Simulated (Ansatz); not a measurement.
**Dielectric response of KCl (001) films**

How well do thin rocksalt KCl (001) films screen a perpendicular field?

Main program and level: Ansatz 0.2.0; plane-wave DFT, PBE, Ansatz PAW, in the first sound run; inputs show where later runs differ.

This is a report of a sequence of runs, with the program logs left out and the cost of each run kept.

### Step 1. The starting structure

The cell holds 6 atoms: 3 K and 3 Cl. Its edges and angles: a = 4.448 Å, b = 4.448 Å, c = 24.290 Å, α = 90.0°, β = 90.0°, γ = 90.0°. It derives from KCl (rocksalt KCl). Vacuum lies along c.

### Step 2. Relaxation, 6 atoms, units 3

The structure is relaxed first, because levels and dipoles at a surface follow the positions of the outer atoms.

input.yaml reads:

```yaml
crystal:
  lattice:
    - [4.44770165, 0.0, 0.0]
    - [0.0, 4.44770165, 0.0]
    - [0.0, 0.0, 24.29]
  atoms:
    - { symbol: K, position: [0.5, 0.5, 0.3705228489] }
    - { symbol: Cl, position: [0.0, 0.0, 0.3705228489] }
    - { symbol: K, position: [0.0, 0.0, 0.5] }
    - { symbol: Cl, position: [0.5, 0.5, 0.5] }
    - { symbol: K, position: [0.5, 0.5, 0.6294771511] }
    - { symbol: Cl, position: [0.0, 0.0, 0.6294771511] }
kpoints:
  mp_grid: { grid: [6, 6, 1] }
hamiltonian:
  xc: pbe
scf:
  occupations: { method: fixed }
  convergence: { dr2_threshold: 1.0e-09 }
efield:
  axis: 3
  dipole_correction: true
  ramp_position: 0.97
  ramp_width: 0.06
relax:
  f_tol: 0.003
  max_steps: 100
output:
  write_potential: true
  write_density: true
  volumetric_format: npy
```

On the command line:

```sh
$ ansatz run input.yaml --threads 8 --pin off --max-ram 12288MiB --backend cpu --events-out ev --progress --plain --runs-dir out
```

The job ended after 4.5 s (8 threads of Arm Neoverse V2, shared host; peak memory 0.91 GiB; 32 s of CPU time).

Relaxation path:

```csv
step,energy less that of the first step (eV),largest force component (eV/Å)
1,0.0000,0.0865
2,-0.0042,0.0180
3,-0.0048,0.0031
4,-0.0048,0.0001
```

The run keeps the 8 symmetry operations that the program found, so distortions that break them were not tested.

The atoms that moved most (Å):

```csv
atom,dx,dy,dz,length
Cl2,0.000,0.000,-0.063,0.063
Cl6,0.000,0.000,0.063,0.063
K5,0.000,0.000,0.021,0.021
K1,0.000,0.000,-0.021,0.021
```

Final coordinates:

```cif
data_structure
_symmetry_space_group_name_H-M 'P 1'
_symmetry_Int_Tables_number 1
_cell_length_a 4.4477
_cell_length_b 4.4477
_cell_length_c 24.2900
_cell_angle_alpha 90.000
_cell_angle_beta 90.000
_cell_angle_gamma 90.000
_cell_volume 480.51
loop_
_atom_site_label
_atom_site_type_symbol
_atom_site_fract_x
_atom_site_fract_y
_atom_site_fract_z
_atom_site_occupancy
K1 K 0.50000 0.50000 0.36968 1
Cl2 Cl 0.00000 0.00000 0.36793 1
K3 K 0.00000 0.00000 0.50000 1
Cl4 Cl 0.50000 0.50000 0.50000 1
K5 K 0.50000 0.50000 0.63032 1
Cl6 Cl 0.00000 0.00000 0.63207 1
```

Numbers from this step:

- gap on the k-mesh: 4.952 eV
- dipole along the normal: -1.11e-6 e·Å
- ionisation energy, upper face: 6.212 eV
- electron affinity, upper face: 1.260 eV

Running mean over 3.145 Å of the planar mean; the ramp of the sawtooth is left out. Electron's electrostatic potential energy less the highest filled level against z:

```csv
z (Å),electron's electrostatic potential energy less the highest filled level (eV)
3,6.21
4,6.21
5,6.21
6,6.16
7,5.12
8,2.00
9,1.47
10,1.53
11,1.54
12,1.44
13,1.48
14,1.58
15,1.46
16,1.66
17,4.17
18,6.09
19,6.21
20,6.21
21,6.21
```

The relaxation took 4 steps and lowered the energy by 0.0048 eV; the largest force on the free atoms ends at 1.1e-4 eV/Å.

The gap is 4.95 eV, with the valence edge 6.21 eV and the conduction edge 1.26 eV under the upper vacuum level.

### Step 3. The relaxed film, single point, 6 atoms, units 3

The film was relaxed beforehand; a single point on the relaxed positions gives its levels and potential.

input.yaml, the sections that differ from step 2:

```yaml
crystal:
  lattice:
    - [4.44770165, 0.0, 0.0]
    - [0.0, 4.44770165, 0.0]
    - [0.0, 0.0, 24.29]
  atoms:
    - { symbol: K, position: [0.5, 0.5, 0.3696759625] }
    - { symbol: Cl, position: [0.0, 0.0, 0.3679326479] }
    - { symbol: K, position: [0.0, 0.0, 0.5000000062] }
    - { symbol: Cl, position: [0.5, 0.5, 0.499999986] }
    - { symbol: K, position: [0.5, 0.5, 0.630324048] }
    - { symbol: Cl, position: [0.0, 0.0, 0.6320673494] }
output:
  eigenvalues: true
  write_potential: true
  write_density: true
  volumetric_format: npy
# kpoints, hamiltonian, scf, efield: as in step 2
# relax: removed
```

The job ended after 1.8 s (8 threads; peak memory 0.92 GiB).

Numbers from this step:

```yaml
gap_on_the_k_mesh: 4.953 eV
dipole_along_the_normal: 9.64e-7 e·Å
electron_affinity_upper_face: 1.259 eV
```

Running mean over 3.145 Å of the planar mean; the ramp of the sawtooth is left out. Electron's electrostatic potential energy less the highest filled level against z:

```csv
z (Å),electron's electrostatic potential energy less the highest filled level (eV)
3.0,6.21
3.5,6.21
4.0,6.21
4.5,6.21
5.0,6.21
5.5,6.20
6.0,6.16
6.5,5.98
7.0,5.12
7.5,3.41
8.0,2.00
8.5,1.55
9.0,1.47
9.5,1.47
10.0,1.53
10.5,1.59
11.0,1.54
11.5,1.45
12.0,1.44
12.5,1.44
13.0,1.48
13.5,1.58
14.0,1.58
14.5,1.49
15.0,1.46
15.5,1.49
16.0,1.66
16.5,2.48
17.0,4.17
17.5,5.61
18.0,6.09
18.5,6.18
19.0,6.21
19.5,6.21
20.0,6.21
20.5,6.21
21.0,6.21
```

The gap is 4.95 eV, with the valence edge 6.21 eV and the conduction edge 1.26 eV under the upper vacuum level.

### Step 4. Single point, 6 atoms, units 3, field 0.05 V/Å

A sawtooth potential applies the field, turning back in the middle of the vacuum. With the dipole correction the typed value is the field outside the slab. The induced dipole is small, so the SCF threshold is tight.

input.yaml, as its differences from that of step 3:

```diff
@@ -18,3 +18,3 @@
   occupations: { method: fixed }
-  convergence: { dr2_threshold: 1.0e-09 }
+  convergence: { dr2_threshold: 1.0e-10 }
 efield:
@@ -24,4 +24,4 @@
   ramp_width: 0.06
+  amplitude: 0.05
 output:
-  eigenvalues: true
   write_potential: true
```

The job ended after 2 s (8 threads; peak memory 0.91 GiB).

This step gave:

```yaml
gap_on_the_k_mesh: 4.866 eV
dipole_along_the_normal: 0.03062 e·Å
```

The dipole is 0.0306 e·Å, and the gap on the mesh 4.866 eV.

### Step 5. Atoms held, 6 atoms, units 3, field -0.05 V/Å

input.yaml, as its differences from that of step 4:

```diff
@@ -24,3 +24,3 @@
   ramp_width: 0.06
-  amplitude: 0.05
+  amplitude: -0.05
 output:
```

Wall time 2 s (8 threads); peak memory 0.91 GiB.

The dipole is -0.0306 e·Å, and the gap on the mesh 4.866 eV.

### Step 6. Response with the atoms held, 6 atoms, units 3

This step: plane-wave DFT, PBE, Ansatz PAW; response to a field along the normal, atoms held (Ansatz 0.2.0).

The two fields give this film's response with the atoms held: the electronic part.

This step gave:

* equivalent conductor thickness p/(ε₀AE): 5.601 Å
* distance between the outer atoms: 6.416 Å
* thickness: 9.435 Å

Local field over the applied field, running mean. From the potentials at -0.05 and 0.05 V/Å; running mean over 3.145 Å, taken twice. Table of local field over applied field by z:

z (Å), local field over applied field and a bar from the least value:
```
      4.5      0.992 ##############################
      5.0      0.979 #############################
      5.5      0.951 ############################
      6.0      0.905 #########################
      6.5      0.839 ######################
      7.0      0.760 ##################
      7.5      0.674 #############
      8.0      0.593 #########
      8.5      0.524 #####
      9.0      0.474 ##
      9.5      0.444 #
     10.0      0.432 
     10.5      0.428 
     11.0      0.429 
     11.5      0.430 
     12.0      0.430 
     12.5      0.430 
     13.0      0.429 
     13.5      0.428 
     14.0      0.429 
     14.5      0.435 
     15.0      0.454 #
     15.5      0.493 ###
     16.0      0.551 #######
     16.5      0.626 ##########
     17.0      0.710 ###############
     17.5      0.794 ###################
     18.0      0.869 #######################
     18.5      0.927 ##########################
     19.0      0.965 ############################
     19.5      0.985 ##############################
     20.0      0.994 ##############################
```

Electrons, planar mean, per unit field. Induced electron density against z:

```csv
z (Å),induced electron density (e/Å³ per V/Å)
5,1.7e-5
6,1.5e-4
7,9.7e-4
8,0.00332
9,-4.2e-5
10,-0.00266
11,0.00214
12,4.6e-4
13,-0.00305
14,0.00137
15,0.00124
16,-0.00293
17,-0.00156
18,-2.7e-4
19,-3.3e-5
20,-3.4e-6
```

By hand: between -0.05 and 0.05 V/Å the dipole changes by 0.06123 e·Å, a slope of 0.6123 e·Å²/V. A perfect conductor of thickness t has p = ε₀AEt, so t = 180.95 × 0.6123 / 19.782 = 5.60 Å (e/ε₀ = 180.95 V·Å, A in Å²).

The induced dipole is that of a conductor 5.60 Å thick.

### Step 7. Field on, atoms free, 6 atoms, field 0.05 V/Å

This step: plane-wave DFT, PBE, Ansatz PAW (Ansatz 0.2.0).

Now the atoms may follow the field. A weak field makes forces of meV/Å to tens of meV/Å, so the force tolerance is set well below the usual one.

input.yaml, as its differences from that of step 5:

```diff
@@ -24,3 +24,6 @@
   ramp_width: 0.06
-  amplitude: -0.05
+  amplitude: 0.05
+relax:
+  f_tol: 0.0006
+  max_steps: 70
 output:
```

It took 4.7 s on 8 threads; peak memory 0.89 GiB.

Step by step:

```csv
step,energy less that of the first step (eV),largest force component (eV/Å)
1,0.0000,0.0243
2,-0.0004,0.0090
3,-0.0005,0.0009
4,-0.0005,0.0002
```

Forces are held to the 8 operations that the program found; a distortion that breaks them can't arise in this run.

Final coordinates:

```cif
data_structure
_symmetry_space_group_name_H-M 'P 1'
_symmetry_Int_Tables_number 1
_cell_length_a 4.4477
_cell_length_b 4.4477
_cell_length_c 24.2900
_cell_angle_alpha 90.000
_cell_angle_beta 90.000
_cell_angle_gamma 90.000
_cell_volume 480.51
loop_
_atom_site_label
_atom_site_type_symbol
_atom_site_fract_x
_atom_site_fract_y
_atom_site_fract_z
_atom_site_occupancy
K1 K 0.50000 0.50000 0.37000 1
Cl2 Cl 0.00000 0.00000 0.36755 1
K3 K 0.00000 0.00000 0.50013 1
Cl4 Cl 0.50000 0.50000 0.49992 1
K5 K 0.50000 0.50000 0.63068 1
Cl6 Cl 0.00000 0.00000 0.63172 1
```

Read from the output:

```
gap on the k-mesh       : 4.936 eV
dipole along the normal : 0.04936 e·Å
```

The relaxation took 4 steps and lowered the energy by 4.7e-4 eV; the largest force on the free atoms ends at 1.8e-4 eV/Å.

The dipole is 0.0494 e·Å, and the gap on the mesh 4.936 eV.

### Step 8. Field on, atoms free, 6 atoms, field -0.05 V/Å

The opposite sign, again from the field-free geometry; the difference of the two cancels what relaxes without a field.

input.yaml, as its differences from that of step 7:

```diff
@@ -24,3 +24,3 @@
   ramp_width: 0.06
-  amplitude: 0.05
+  amplitude: -0.05
 relax:
```

Wall time 4.7 s (8 threads); peak memory 0.89 GiB; 33 s of CPU time.

Step by step:

```csv
step,energy less that of the first step (eV),largest force component (eV/Å)
1,0.0000,0.0243
2,-0.0004,0.0090
3,-0.0005,0.0009
4,-0.0005,0.0002
```

Forces are held to the 8 operations that the program found; a distortion that breaks them can't arise in this run.

The relaxed structure:

```cif
data_structure
_symmetry_space_group_name_H-M 'P 1'
_symmetry_Int_Tables_number 1
_cell_length_a 4.4477
_cell_length_b 4.4477
_cell_length_c 24.2900
_cell_angle_alpha 90.000
_cell_angle_beta 90.000
_cell_angle_gamma 90.000
_cell_volume 480.51
loop_
_atom_site_label
_atom_site_type_symbol
_atom_site_fract_x
_atom_site_fract_y
_atom_site_fract_z
_atom_site_occupancy
K1 K 0.50000 0.50000 0.36932 1
Cl2 Cl 0.00000 0.00000 0.36828 1
K3 K 0.00000 0.00000 0.49987 1
Cl4 Cl 0.50000 0.50000 0.50008 1
K5 K 0.50000 0.50000 0.63000 1
Cl6 Cl 0.00000 0.00000 0.63245 1
```

The relaxation took 4 steps and lowered the energy by 4.7e-4 eV; the largest force on the free atoms ends at 1.8e-4 eV/Å.

The dipole is -0.0494 e·Å, and the gap on the mesh 4.936 eV.

### Step 9. Response with the atoms relaxed, 6 atoms, units 3

This step: plane-wave DFT, PBE, Ansatz PAW; response to a field along the normal, atoms relaxed (Ansatz 0.2.0).

The two relaxed runs give the static response.

This step gave:

```yaml
equivalent_conductor_thickness_p_eps_0ae: 9.031 Å
distance_between_the_outer_atoms: 6.417 Å
```

Local field over the applied field, running mean. From the potentials at -0.05 and 0.05 V/Å; running mean over 3.145 Å, taken twice. Table of local field over applied field by z:

z (Å), local field over applied field and a bar:
```
      4.5      0.987 ##############################
      5.0      0.958 #############################
      5.5      0.896 ###########################
      6.0      0.818 ########################
      6.5      0.720 #####################
      7.0      0.578 #################
      7.5      0.425 ############
      8.0      0.288 #######
      8.5      0.207 ####
      9.0      0.142 ##
      9.5      0.079 
     10.0      0.077 
     10.5      0.118 ##
     11.0      0.164 ###
     11.5      0.180 ####
     12.0      0.163 ###
     12.5      0.169 ###
     13.0      0.179 ####
     13.5      0.146 ###
     14.0      0.099 #
     14.5      0.068 
     15.0      0.103 #
     15.5      0.170 ###
     16.0      0.235 #####
     16.5      0.341 #########
     17.0      0.489 ##############
     17.5      0.641 ###################
     18.0      0.765 #######################
     18.5      0.852 #########################
     19.0      0.925 ############################
     19.5      0.974 #############################
     20.0      0.992 ##############################
```

The induced dipole is that of a conductor 9.03 Å thick.

### Step 10. Relaxation, 10 atoms, units 5

This step: plane-wave DFT, PBE, Ansatz PAW (Ansatz 0.2.0).

System of this step: KCl (001), 5 units. The cell holds 10 atoms: 5 K and 5 Cl. Its edges and angles: a = 4.448 Å, b = 4.448 Å, c = 30.580 Å, α = 90.0°, β = 90.0°, γ = 90.0°. It derives from KCl (rocksalt KCl). Vacuum lies along c.

The next thickness, treated alike, so that differences show the interior and the faces cancel.

input.yaml reads:

```yaml
crystal:
  lattice:
    - [4.44770165, 0.0, 0.0]
    - [0.0, 4.44770165, 0.0]
    - [0.0, 0.0, 30.58]
  atoms:
    - { symbol: K, position: [0.5, 0.5, 0.2943100065] }
    - { symbol: Cl, position: [0.0, 0.0, 0.2943100065] }
    - { symbol: K, position: [0.0, 0.0, 0.3971550033] }
    - { symbol: Cl, position: [0.5, 0.5, 0.3971550033] }
    - { symbol: K, position: [0.5, 0.5, 0.5] }
    - { symbol: Cl, position: [0.0, 0.0, 0.5] }
    - { symbol: K, position: [0.0, 0.0, 0.6028449967] }
    - { symbol: Cl, position: [0.5, 0.5, 0.6028449967] }
    - { symbol: K, position: [0.5, 0.5, 0.7056899935] }
    - { symbol: Cl, position: [0.0, 0.0, 0.7056899935] }
kpoints:
  mp_grid: { grid: [6, 6, 1] }
hamiltonian:
  xc: pbe
scf:
  occupations: { method: fixed }
  convergence: { dr2_threshold: 1.0e-09 }
efield:
  axis: 3
  dipole_correction: true
  ramp_position: 0.97
  ramp_width: 0.06
relax:
  f_tol: 0.003
  max_steps: 100
output:
  write_potential: true
  write_density: true
  volumetric_format: npy
```

Run time: 9.8 s. Hardware: 8 threads; peak memory 1.4 GiB; 73 s of CPU time.

Step by step:

```csv
step,energy less that of the first step (eV),largest force component (eV/Å)
1,0.0000,0.0849
2,-0.0087,0.0176
3,-0.0108,0.0027
4,-0.0108,0.0011
```

Forces are held to the 8 operations that the program found; a distortion that breaks them can't arise in this run.

The atoms that moved most (Å):

```csv
atom,dx,dy,dz,length
Cl10,0.000,0.000,0.127,0.127
Cl2,0.000,0.000,-0.127,0.127
K1,0.000,0.000,-0.081,0.081
K9,0.000,0.000,0.081,0.081
K3,0.000,0.000,-0.070,0.070
K7,0.000,0.000,0.070,0.070
Cl8,0.000,0.000,0.059,0.059
Cl4,0.000,0.000,-0.059,0.059
```

The relaxation took 4 steps and lowered the energy by 0.011 eV; the largest force on the free atoms ends at 0.0011 eV/Å.

The gap is 4.99 eV, with the valence edge 6.23 eV and the conduction edge 1.24 eV under the upper vacuum level.

### Step 11. The relaxed film, single point, 10 atoms, units 5

input.yaml, the sections that differ from step 10:

```yaml
crystal:
  lattice:
    - [4.44770165, 0.0, 0.0]
    - [0.0, 4.44770165, 0.0]
    - [0.0, 0.0, 30.58]
  atoms:
    - { symbol: K, position: [0.5, 0.5, 0.2916627946] }
    - { symbol: Cl, position: [0.0, 0.0, 0.2901700984] }
    - { symbol: K, position: [0.0, 0.0, 0.3948794946] }
    - { symbol: Cl, position: [0.5, 0.5, 0.3952329066] }
    - { symbol: K, position: [0.5, 0.5, 0.4999999955] }
    - { symbol: Cl, position: [0.0, 0.0, 0.5000000019] }
    - { symbol: K, position: [0.0, 0.0, 0.6051204965] }
    - { symbol: Cl, position: [0.5, 0.5, 0.6047671019] }
    - { symbol: K, position: [0.5, 0.5, 0.7083372021] }
    - { symbol: Cl, position: [0.0, 0.0, 0.7098299077] }
output:
  eigenvalues: true
  write_potential: true
  write_density: true
  volumetric_format: npy
  elf: true
# kpoints, hamiltonian, scf, efield: as in step 10
# relax: removed
```

Run time: 3.9 s. Hardware: 8 threads; peak memory 1.4 GiB; 29 s of CPU time.

The gap is 4.99 eV, with the valence edge 6.23 eV and the conduction edge 1.24 eV under the upper vacuum level.

### Step 12. Single point, 10 atoms, units 5, field 0.05 V/Å

input.yaml, as its differences from that of step 11:

```diff
@@ -22,3 +22,3 @@
   occupations: { method: fixed }
-  convergence: { dr2_threshold: 1.0e-09 }
+  convergence: { dr2_threshold: 1.0e-10 }
 efield:
@@ -28,4 +28,4 @@
   ramp_width: 0.06
+  amplitude: 0.05
 output:
-  eigenvalues: true
   write_potential: true
@@ -33,2 +33 @@
   volumetric_format: npy
-  elf: true
```

Wall time 4.7 s (8 threads); peak memory 1.4 GiB; 33 s of CPU time.

The dipole is 0.0504 e·Å, and the gap on the mesh 4.759 eV.

### Step 13. Atoms held, 10 atoms, units 5, field -0.05 V/Å

input.yaml, as its differences from that of step 12:

```diff
@@ -28,3 +28,3 @@
   ramp_width: 0.06
-  amplitude: 0.05
+  amplitude: -0.05
 output:
```

Elapsed: 4.6 s, on 8 threads; peak memory 1.4 GiB.

The dipole is -0.0504 e·Å, and the gap on the mesh 4.759 eV.

### Step 14. Response with the atoms held, 10 atoms, units 5

This step: plane-wave DFT, PBE, Ansatz PAW; response to a field along the normal, atoms held (Ansatz 0.2.0).

Local field over the applied field, running mean. From the potentials at -0.05 and 0.05 V/Å; running mean over 3.145 Å, taken twice. Table of local field over applied field by z:

```csv
z (Å),local field over applied field
4,0.988
5,0.976
6,0.898
7,0.749
8,0.584
9,0.469
10,0.431
11,0.429
12,0.432
13,0.435
14,0.435
15,0.435
16,0.435
17,0.436
18,0.434
19,0.431
20,0.428
21,0.439
22,0.508
23,0.651
24,0.818
25,0.940
26,0.989
```

The induced dipole is that of a conductor 9.22 Å thick.

### Step 15. Relaxing in the field, 10 atoms, units 5, field 0.05 V/Å

This step: plane-wave DFT, PBE, Ansatz PAW (Ansatz 0.2.0).

The same pair of relaxations in the field for this thickness.

input.yaml, as its differences from that of step 13:

```diff
@@ -28,3 +28,6 @@
   ramp_width: 0.06
-  amplitude: -0.05
+  amplitude: 0.05
+relax:
+  f_tol: 0.0006
+  max_steps: 70
 output:
```

Run time: 9.8 s. Hardware: 8 threads; peak memory 1.4 GiB; 72 s of CPU time.

Relaxation path:

```csv
step,energy less that of the first step (eV),largest force component (eV/Å)
1,0.0000,0.0254
2,-0.0007,0.0064
3,-0.0007,0.0007
4,-0.0007,0.0001
```

The run keeps the 8 symmetry operations that the program found, so distortions that break them were not tested.

The relaxed structure:

```cif
data_structure
_symmetry_space_group_name_H-M 'P 1'
_symmetry_Int_Tables_number 1
_cell_length_a 4.4477
_cell_length_b 4.4477
_cell_length_c 30.5800
_cell_angle_alpha 90.000
_cell_angle_beta 90.000
_cell_angle_gamma 90.000
_cell_volume 604.94
loop_
_atom_site_label
_atom_site_type_symbol
_atom_site_fract_x
_atom_site_fract_y
_atom_site_fract_z
_atom_site_occupancy
K1 K 0.50000 0.50000 0.29190 1
Cl2 Cl 0.00000 0.00000 0.28987 1
K3 K 0.00000 0.00000 0.39501 1
Cl4 Cl 0.50000 0.50000 0.39511 1
K5 K 0.50000 0.50000 0.50019 1
Cl6 Cl 0.00000 0.00000 0.49982 1
K7 K 0.00000 0.00000 0.60525 1
Cl8 Cl 0.50000 0.50000 0.60468 1
K9 K 0.50000 0.50000 0.70861 1
Cl10 Cl 0.00000 0.00000 0.70957 1
```

The relaxation took 4 steps and lowered the energy by 7.0e-4 eV; the largest force on the free atoms ends at 1.2e-4 eV/Å.

The dipole is 0.0783 e·Å, and the gap on the mesh 4.925 eV.

(Part 1 of 3 ends here.)

[Long decimals in the printed logs are rounded to 6 places.]

[Logs are printed without paths, hosts, clocks, repeated set-up lines and the standing remarks that a program may print on its own settings, such as how far it seeks lower states.]

[Hosts, paths, dates, database ids (printed as entryN), source tags and the programs' standing remarks are cut or masked in the printed files.]

[Maps of the electrostatic potential energy from Ansatz leave out the sawtooth potential of an applied field or a dipole correction, so their vacuum need not be flat; planar profiles and work functions include it.]
